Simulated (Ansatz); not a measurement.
# Phonons of H4C (I-43m) against volume, part 2 of 2

Wanted: mode Grüneisen parameters of H4C (I-43m).

Ansatz 0.2.0; DFT LDA, scalar-relativistic, plane waves, PAW.

So far, highest frequency on the path or at a solved wavevector (cm⁻¹): step 2 (phonons on a q mesh) 3064.

**4. Phonons at the other volume, volume ratio 0.97**

The phonons are repeated at this volume on the same k and q meshes.

Contents of input.yaml:

```yaml
crystal:
  lattice:
    - [-2.104502475, 2.104502475, 2.104502475]
    - [2.104502475, -2.104502475, 2.104502475]
    - [2.104502475, 2.104502475, -2.104502475]
  atoms:
    - { symbol: H, position: [0.0, 0.0, 0.6982318518] }
    - { symbol: H, position: [0.6982318518, 0.0, 0.0] }
    - { symbol: H, position: [0.0, 0.6982318518, 0.0] }
    - { symbol: H, position: [0.3017681482, 0.3017681482, 0.3017681482] }
    - { symbol: C, position: [0.0, 0.0, 0.0] }
kpoints:
  mp_grid: { grid: [8, 8, 8] }
hamiltonian:
  xc: lda
scf:
  occupations: { method: fixed }
output:
  eigenvalues: true
phonons:
  method: dfpt
  dielectric: true
  rigid_motions: translations
  qmesh: [4, 4, 4]
  temperatures: { t_max: 1000, t_step: 50 }
  qpath:
    path:
      - [[0.0, 0.0, 0.0], [0.5, -0.5, 0.5], [0.0, 0.0, 0.5], [0.0, 0.0, 0.0], [0.25, 0.25, 0.25], [0.5, -0.5, 0.5]]
      - [[0.25, 0.25, 0.25], [0.0, 0.0, 0.5]]
    npoints: 10
```

Command:

```
$ ansatz run input.yaml --threads 4 --pin off --max-ram 7168MiB --backend cpu --events-out ev --progress --plain --runs-dir out
```

Numbers of over 12 decimals in the logs are rounded to 6 here.

What it wrote:

```text
[...]
Crystal: 5 atoms, lattice volume = 37.283 Å³
Basis set: ecut = 420 eV, 683 PW (Γ), exchange–correlation on 50×50×50 points (8 copies of the dense FFT grid, shifted against one another)
Bands: 9, of which v1, the nominal top of the filled ones, is band 4 counted from 1 (3 counted from 0)
Symmetry: 24 space group operations
k-points: 150 of 512 (irreducible under 2 space group operations, time reversal used)
[...]
SCF iter   1: F=—  HF=-306.402093 eV  |F-HF|=—  |Δ(HF+E_count)|=         —  Δρ=1.03e-2  dr2=1.89e-2  ethr=1.77e-3  ⟨swp⟩=3.7  Hψ=6990  notcnv=0  defer=343
[...]
SCF iter   8: F=-306.395211 eV  HF=-306.395211 eV  |F-HF|=2.50e-12  |Δ(HF+E_count)|=  6.38e-10  Δρ=2.00e-7  dr2=6.29e-12  ethr=1.25e-12  ⟨swp⟩=10.2  Hψ=8580  notcnv=0
SCF 1 converged in 8 iterations: F = -306.395211 eV  dr2 = 6.29e-12
[...]
DFPT response loops at Γ: preconditioner auto → none (the input reference at scf.mixing.eps_inf says where Resta's filter doesn't serve); β = 0.50; Broyden in place of MSR1
NSCF: frozen V_eff on 29 k-points
[...]
SCF converged after 8 iterations
Free energy (F): -306.395211 eV
[...]
Internal energy: -306.395211 eV  (E = F + TS)
E sigma→0 (E₀):  -306.395211 eV
Fermi energy:    -4.142951 eV
[...]
--- Band table (eV; the first three rows and the last of 150) ---
[...]
--- Phonons (Γ-DFPT): 2 representative perturbations + reference, on 150 of 512 k-points (Σ response iterations 7) ---
  k mesh reduced under 2 symmetry operations, with k and −k counted as one. Each operation leaves every solved perturbation unchanged. A smaller set is not considered because the run solves the response to a homogeneous field
  ASR residual: 8.657e-5 → 0.000e0 eV/Å²; symmetrization residual: 4.100e-7 eV/Å²
  ASR residual per site (eV/Å²): 8.66e-5 8.66e-5 8.66e-5 8.66e-5 7.51e-5
[...]
ε∞ (high-frequency dielectric tensor):
        2.246763     0.000000    -0.000000
        0.000000     2.246763    -0.000000
        0.000000    -0.000000     2.246763
  ε⁰ (static dielectric tensor: ions relaxed, cell fixed):
        2.276065    -0.000000    -0.000000
       -0.000000     2.276065    -0.000000
       -0.000000    -0.000000     2.276065
  ε⁰ − ε∞ (ionic part):
        0.029302    -0.000000    -0.000000
       -0.000000     0.029302    -0.000000
       -0.000000    -0.000000     0.029302
  softest optical mode at Γ: 222.21 cm⁻¹; the repairs (sum rule, projections) moved no ω² at Γ by more than (5.36 cm⁻¹)²
  Born effective charges Z* (e; rows j = field, columns β = displacement):
    site 0:
         0.06947   -0.03321    0.03321
        -0.03321    0.06947    0.03321
         0.03321    0.03321    0.06947
    site 1:
         0.06947    0.03321    0.03321
         0.03321    0.06947   -0.03321
         0.03321   -0.03321    0.06947
    site 2:
         0.06947    0.03321   -0.03321
         0.03321    0.06947    0.03321
        -0.03321    0.03321    0.06947
    site 3:
         0.06947   -0.03321   -0.03321
        -0.03321    0.06947   -0.03321
        -0.03321   -0.03321    0.06947
    site 4:
        -0.27790    0.00000    0.00000
         0.00000   -0.27790   -0.00000
        -0.00000    0.00000   -0.27790
  Z* charge neutrality: 3.110e-5 e pre-enforcement
  k-mesh period / interband length: 29.2 Å / 1.05 Å = 27.69 at k = (0.0000, 0.0000, 0.0000), direct gap 7.641 eV — 14 or more, which is no proof of convergence
  optical modes at Γ without the LO–TO term, one row a degenerate level:
      ω (cm⁻¹)  modes    IR ((D/Å)²/amu)
        222.21      3             0.0000
       1236.17      3             2.3426
       1434.10      2             0.0000
       2920.03      1             0.0000
       3061.64      3             0.0339
  optical modes at Γ + LO–TO along q̂ = [1.0000, 0.0000, 0.0000]:
      ω (cm⁻¹)  modes    IR ((D/Å)²/amu)
        222.21      3             0.0000
       1236.17      2             1.5617
       1244.19      1             0.7808
       1434.10      2             0.0000
       2920.03      1             0.0000
       3061.64      2             0.0226
       3061.69      1             0.0114
  optical modes at Γ + LO–TO along q̂ = [0.0000, 1.0000, 0.0000]:
      ω (cm⁻¹)  modes    IR ((D/Å)²/amu)
        222.21      3             0.0000
       1236.17      2             1.5617
       1244.19      1             0.7808
       1434.10      2             0.0000
       2920.03      1             0.0000
       3061.64      2             0.0226
       3061.69      1             0.0114
  optical modes at Γ + LO–TO along q̂ = [0.0000, 0.0000, 1.0000]:
      ω (cm⁻¹)  modes    IR ((D/Å)²/amu)
        222.21      3             0.0000
       1236.17      2             1.5617
       1244.19      1             0.7808
       1434.10      2             0.0000
       2920.03      1             0.0000
       3061.64      2             0.0226
       3061.69      1             0.0114
--- Phonons (arbitrary-q DFPT): 8 irreducible q on the 4×4×4 mesh ---
[...]
interpolated dispersion: 63 rows × 15 modes
[...]
```

The job ended after 61 s (4 threads of Arm Neoverse V2, shared host; peak memory 0.64 GiB).

Numbers from this step:

```
sum-rule residual before enforcement                    : 8.66e-5 eV/Å²
miss of the charge sum rule                             : 3.11e-5 e
lowest frequency on the path                            : -16.84 cm⁻¹
highest frequency on the path or at a solved wavevector : 3066 cm⁻¹
highest optical mode at the zone centre (no LO-TO term) : 3062 cm⁻¹
lowest optical zone-centre mode                         : 222.2 cm⁻¹
mean high-frequency dielectric constant                 : 2.247
largest Born charge (third of the trace)                : -0.2779 e
mean static dielectric constant                         : 2.276
top of the zone-centre spectrum with the field          : 3062 cm⁻¹
lowest mode on the q mesh (acoustic modes at Γ apart)   : -16.84 cm⁻¹
```

Frequencies (cm⁻¹) solved at each irreducible wavevector; negative means imaginary. Frequencies by wavevector, by row:

```tsv
q in reciprocal lattice units	star	mode 1	mode 2	mode 3	mode 4	mode 13	mode 14	mode 15
0 0 0	1	0	0	0	222.2	3062	3062	3062
0 0 0.25	12	-16.8	93	128.3	190.5	3062	3064	3064
0 0 -0.5	6	6.7	134.6	146.3	172.5	3062	3066	3066
0 0.25 0.25	24	72.5	126.8	156.8	164.3	3063	3064	3066
0.25 0.25 0.25	2	129.7	129.7	129.7	174	3064	3064	3064
0.25 0.25 -0.25	6	124.4	124.4	128.2	176.4	3064	3064	3065
0.25 -0.5 -0.5	12	127.8	130.1	140.7	149.8	3064	3066	3066
-0.5 -0.5 -0.5	1	107	107	107	183.8	3066	3066	3066
```

The highest optical mode at the zone centre (no LO-TO term) is 3061.6 cm⁻¹, +2.7 cm⁻¹ against the base run.

**5. Relaxing at another volume, volume ratio 1.03**

The volume is scaled by 1.03 and held, while shape and atoms relax as far as symmetry allows. The modes can then be followed against volume.

Contents of input.yaml:

```yaml
crystal:
  lattice:
    - [-2.1470291342, 2.1470291342, 2.1470291342]
    - [2.1470291342, -2.1470291342, 2.1470291342]
    - [2.1470291342, 2.1470291342, -2.1470291342]
  atoms:
    - { symbol: H, position: [0.0, 0.0, 0.7012275935] }
    - { symbol: H, position: [0.7012275935, 0.0, 0.0] }
    - { symbol: H, position: [0.0, 0.7012275935, 0.0] }
    - { symbol: H, position: [0.2987724065, 0.2987724065, 0.2987724065] }
    - { symbol: C, position: [0.0, 0.0, 0.0] }
kpoints:
  mp_grid: { grid: [8, 8, 8] }
hamiltonian:
  xc: lda
scf:
  occupations: { method: fixed }
output:
  forces: true
  stress: true
  eigenvalues: true
relax:
  adjacent_minimum: "off"
  f_tol: 0.001
  max_steps: 60
```

What it wrote:

```text
[...]
Crystal: 5 atoms, lattice volume = 39.589 Å³
Basis set: ecut = 420 eV, 767 PW (Γ)
Bands: 9, of which v1, the nominal top of the filled ones, is band 4 counted from 1 (3 counted from 0)
Symmetry: 24 space group operations
[...]
k-points: 29 of 512 (time reversal used)
[...]
--- Relaxed structure (5 steps of the walk, 5 accepted, 0 SCFs on fresh bases) ---
  F+E_penalty+E_count = -306.39538814 eV   max|allowed force component| = 2.054e-4 eV/Å
  atoms:
    - { symbol: H, position: [0.0, 0.0, 0.704114] }
    - { symbol: H, position: [0.704114, 0.0, 0.0] }
    - { symbol: H, position: [0.0, 0.704114, 0.0] }
    - { symbol: H, position: [0.295886, 0.295886, 0.295886] }
    - { symbol: C, position: [-2.5248892882151947e-19, 0, 1.8179202875149412e-19] }
[key lines of the parts left out:]
SCF converged after 4 iterations
Free energy (F): -306.395388 eV
Fermi energy:    -4.516538 eV
P = ⅓ Tr σ = -0.2143 GPa (-2.143 kbar)
```

Wall time 1.4 s (4 threads); peak memory 0.41 GiB.

The steps of the relaxation:

```tsv
step	energy less that of the first step (eV)	largest force component (eV/Å)
1	0.0000	0.1898
2	-0.0065	0.0586
3	-0.0071	0.0012
4	-0.0071	0.0012
5	-0.0071	0.0002
```

The run keeps the 24 symmetry operations that it works with, so distortions that break them were not tested.

The atoms that moved most (Å):

```tsv
atom	dx	dy	dz	length
H4	-0.006	-0.006	-0.006	0.011
H1	0.006	0.006	-0.006	0.011
H2	-0.006	0.006	0.006	0.011
H3	0.006	-0.006	0.006	0.011
```

Final coordinates:

```xyz
5
Lattice="-2.1470 2.1470 2.1470 2.1470 -2.1470 2.1470 2.1470 2.1470 -2.1470" Properties=species:S:1:pos:R:3 pbc="T T T"
H     1.5118    1.5118   -1.5118
H    -1.5118    1.5118    1.5118
H     1.5118   -1.5118    1.5118
H     0.6353    0.6353    0.6353
C     0.0000    0.0000    0.0000
```

Numbers from this step:

* pressure: -0.2143 GPa
* gap on the k-mesh: 7.533 eV
* volume per atom: 7.918 Å³
* direct gap on mesh: 7.533 eV

The relaxation ends 1.4 meV an atom lower, with a largest force component of 2.0e-4 eV/Å.

**6. Phonons at the other volume, volume ratio 1.03**

The phonons are repeated at this volume on the same k and q meshes.

Contents of input.yaml:

```yaml
crystal:
  lattice:
    - [-2.1470291342, 2.1470291342, 2.1470291342]
    - [2.1470291342, -2.1470291342, 2.1470291342]
    - [2.1470291342, 2.1470291342, -2.1470291342]
  atoms:
    - { symbol: H, position: [0.0, 0.0, 0.7041135674] }
    - { symbol: H, position: [0.7041135674, 0.0, 0.0] }
    - { symbol: H, position: [0.0, 0.7041135674, 0.0] }
    - { symbol: H, position: [0.2958864326, 0.2958864326, 0.2958864326] }
    - { symbol: C, position: [0.0, 0.0, 0.0] }
kpoints:
  mp_grid: { grid: [8, 8, 8] }
hamiltonian:
  xc: lda
scf:
  occupations: { method: fixed }
output:
  eigenvalues: true
phonons:
  method: dfpt
  dielectric: true
  rigid_motions: translations
  qmesh: [4, 4, 4]
  temperatures: { t_max: 1000, t_step: 50 }
  qpath:
    path:
      - [[0.0, 0.0, 0.0], [0.5, -0.5, 0.5], [0.0, 0.0, 0.5], [0.0, 0.0, 0.0], [0.25, 0.25, 0.25], [0.5, -0.5, 0.5]]
      - [[0.25, 0.25, 0.25], [0.0, 0.0, 0.5]]
    npoints: 10
```

What it wrote:

```text
[...]
Crystal: 5 atoms, lattice volume = 39.589 Å³
Basis set: ecut = 420 eV, 767 PW (Γ), exchange–correlation on 50×50×50 points (8 copies of the dense FFT grid, shifted against one another)
Bands: 9, of which v1, the nominal top of the filled ones, is band 4 counted from 1 (3 counted from 0)
Symmetry: 24 space group operations
k-points: 150 of 512 (irreducible under 2 space group operations, time reversal used)
[...]
ω (cm⁻¹)  modes    IR ((D/Å)²/amu)
[...]
optical modes at Γ + LO–TO along q̂ = [0.0000, 0.0000, 1.0000]:
      ω (cm⁻¹)  modes    IR ((D/Å)²/amu)
[...]
1437.24      2             0.0000
       2917.09      1             0.0000
       3056.74      2             0.0000
       3056.74      1             0.0000
--- Phonons (arbitrary-q DFPT): 8 irreducible q on the 4×4×4 mesh ---
[...]
interpolated dispersion: 63 rows × 15 modes
[...]
[key lines of the parts left out:]
SCF converged after 8 iterations
Free energy (F): -306.395388 eV
Fermi energy:    -4.516539 eV
```

Elapsed: 68 s, on 4 threads; peak memory 0.65 GiB; 4.4 min of CPU time.

This step gave:

| Quantity | Value |
| --- | --- |
| sum-rule residual before enforcement | 4.88e-5 eV/Å² |
| miss of the charge sum rule | 3.32e-5 e |
| lowest frequency on the path | -12.79 cm⁻¹ |
| highest frequency on the path or at a solved wavevector | 3061 cm⁻¹ |
| highest optical mode at the zone centre (no LO-TO term) | 3057 cm⁻¹ |
| lowest optical zone-centre mode | 197.0 cm⁻¹ |
| mean high-frequency dielectric constant | 2.163 |
| largest Born charge (third of the trace) | -0.2527 e |
| mean static dielectric constant | 2.190 |
| top of the zone-centre spectrum with the field | 3057 cm⁻¹ |
| lowest mode on the q mesh (acoustic modes at Γ apart) | -11.87 cm⁻¹ |

The highest optical mode at the zone centre (no LO-TO term) is 3056.7 cm⁻¹, -2.2 cm⁻¹ against the base run.

**7. Grüneisen parameters**

The Grüneisen parameter of a mode is minus the logarithmic change of its frequency with volume, −d ln ω / d ln V; weighted by heat capacity it gives the expansion.

This step gave:

```
bulk modulus : 8 GPa
```

The phonon branches at the labelled points (cm⁻¹):

```tsv
point	branch 1	branch 2	branch 3	branch 4	branch 12	branch 13	branch 14	branch 15
Γ	0	0	0	209	2918	3059	3059	3059
halfway	115	115	118	168	2932	3061	3061	3062
H	106	106	106	170	2945	3063	3063	3063
halfway	121	124	135	140	2938	3061	3062	3063
N	12	124	141	164	2932	3059	3063	3063
halfway	-14	86	118	180	2925	3059	3061	3061
Γ	0	0	0	209	2918	3059	3059	3059
halfway	63	63	139	178	2928	3060	3060	3063
P	119	119	119	165	2936	3061	3061	3061
halfway	100	126	145	145	2937	3062	3062	3062
H	106	106	106	170	2945	3063	3063	3063
jump to P	119	119	119	165	2936	3061	3061	3061
halfway	65	122	143	157	2934	3060	3062	3063
N	12	124	141	164	2932	3059	3063	3063
```

The same for volume x 0.97:

```tsv
point	branch 1	branch 2	branch 3	branch 4	branch 12	branch 13	branch 14	branch 15
Γ	0	0	0	222	2920	3062	3062	3062
H	107	107	107	184	2948	3066	3066	3066
N	7	135	146	172	2934	3062	3066	3066
Γ	0	0	0	222	2920	3062	3062	3062
P	130	130	130	174	2939	3064	3064	3064
H	107	107	107	184	2948	3066	3066	3066
P	130	130	130	174	2939	3064	3064	3064
N	7	135	146	172	2934	3062	3066	3066
```

The same for volume x 1.03:

```tsv
point	branch 1	branch 2	branch 3	branch 4	branch 12	branch 13	branch 14	branch 15
Γ	0	0	0	197	2917	3057	3057	3057
H	105	105	105	157	2942	3060	3060	3060
N	15	115	136	153	2930	3057	3060	3061
Γ	0	0	0	197	2917	3057	3057	3057
P	109	109	109	158	2934	3059	3059	3059
H	105	105	105	157	2942	3060	3060	3060
P	109	109	109	158	2934	3059	3059	3059
N	15	115	136	153	2930	3057	3060	3061
```

**8. Summary of results**

| Quantity | Value |
| --- | --- |
| bulk modulus | 8 GPa |
| gap deformation potential | -1.79 eV |

In words: No expansion is given, because modes are imaginary at one volume or more. Without the field, the highest optical mode at Γ goes from 3062 to 3057 cm⁻¹ as the cell grows, a Grüneisen parameter of 0.03. Branches are matched by rank, so values near crossings are rough. Molecules or layers are held here by dispersion, which a functional without a dispersion term lacks, so the volume and the soft modes are poorly fixed (LDA binds such crystals far too tightly, GGAs too loosely). The program warns that the interpolation holds no quadrupole term, so branches close to Γ can be off in this crystal.

[Logs are printed without paths, hosts, clocks, repeated set-up lines and the standing remarks that a program may print on its own settings, such as how far it seeks lower states.]

[Hosts, paths, dates, database ids (printed as entryN), source tags and the programs' standing remarks are cut or masked in the printed files.]
